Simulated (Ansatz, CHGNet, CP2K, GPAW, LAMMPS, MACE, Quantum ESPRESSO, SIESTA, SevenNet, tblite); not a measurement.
## Liquid 54SiO2-18Na2O-14BaO-14ZnO (mol %) at 2500 K (76 atoms): runs against a plane-wave reference

Density of this cell: 2.72 g/cm³. The cell holds 76 atoms: 15 Si, 10 Na, 4 Ba, 4 Zn and 43 O. Its edges and angles: a = 10.948 Å, b = 10.948 Å, c = 10.948 Å, α = 90.0°, β = 90.0°, γ = 90.0°. 76 atoms (15 Si, 10 Na, 4 Ba, 4 Zn, 43 O) placed at random at 3.23 g/cm³, melted at 4000 K for 10 ps at fixed volume with the Morse and Coulomb pair potential with partial charges (Pedone, Malavasi, Menziani, Cormack and Segre, J. Phys. Chem. B 110, 11780 (2006)). Snapshot at the end of a hold of 10 ps at 2500 K and zero pressure.

Geometry: as built.

The reference, a calculation:

| Quantity | Value |
| --- | --- |
| method | Kohn-Sham DFT, PBE, PAW, plane waves (Ansatz 0.2.0); cutoff 420 eV, Γ point, fermi-dirac smearing of 0.05 eV; PAW set soft_2 |
| r.m.s. force component | 3.188 eV/Å |
| longest force | 16.76 eV/Å |
| pressure | 5.418 GPa |
| gap (highest filled to lowest empty level) | 0.2513 eV |
| SCF cycles | 15 |
| time | 10 s on 8 threads of Arm Neoverse V2, shared host |
| CPU time | 72 s |

Runs, in no order:
A. MACE MP-0b2 small potential: machine-learned interatomic potential MACE MP-0b2 small, trained on PBE(+U) plane-wave data
B. GPAW PBE, LCAO dzp, h 0.18 Å, other mixer settings: Kohn-Sham DFT, PBE, PAW, atomic orbitals (dzp)
C. QE PBE, sssp-1.3.0-efficiency, 60/480 Ry: Kohn-Sham DFT, PBE, SSSP efficiency 1.3.0 pseudopotentials, plane waves
D. SIESTA PBE, DZP, shift 0.01 Ry, mesh 500 Ry: Kohn-Sham DFT, PBE, PseudoDojo 0.4.1 norm-conserving pseudopotentials (converted to PSML), numerical atomic orbitals (DZP), diagonalisation
E. CP2K PBE, DZVP-MOLOPT-SR, 800/50 Ry, diagonalisation: Kohn-Sham DFT, PBE, GTH-PBE pseudopotentials, Gaussian and plane waves, DZVP-MOLOPT-SR-GTH, diagonalisation

**Question.** Rank the runs by how far their forces lie from the reference's, least first.

C, E, A, D, B.

```tsv
run	Δ force, r.m.s. (meV/Å)	share of r.m.s. force (%)	CPU time
C. QE PBE, sssp-1.3.0-efficiency, 60/480 Ry	78.0	2.45	23 min
E. CP2K PBE, DZVP-MOLOPT-SR, 800/50 Ry, diagonalisation	172	5.39	5 min
A. MACE MP-0b2 small potential	241	7.56	5.4 s
D. SIESTA PBE, DZP, shift 0.01 Ry, mesh 500 Ry	343	10.8	6 min
B. GPAW PBE, LCAO dzp, h 0.18 Å, other mixer settings	496	15.6	17 min
```

Machine-learned potentials mimic data converged in k, so the reference's own k-point error enters their differences. The network of bonds at the start is that of the classical potential that made the cell, and needn't be the one that DFT or experiment would give. The electronic-structure runs sample only Γ, in a cell whose shortest periodic width is 11 Å.

[Logs are printed without paths, hosts, clocks, repeated set-up lines and the standing remarks that a program may print on its own settings, such as how far it seeks lower states.]

[Hosts, paths, dates, database ids (printed as entryN), source tags and the programs' standing remarks are cut or masked in the printed files.]
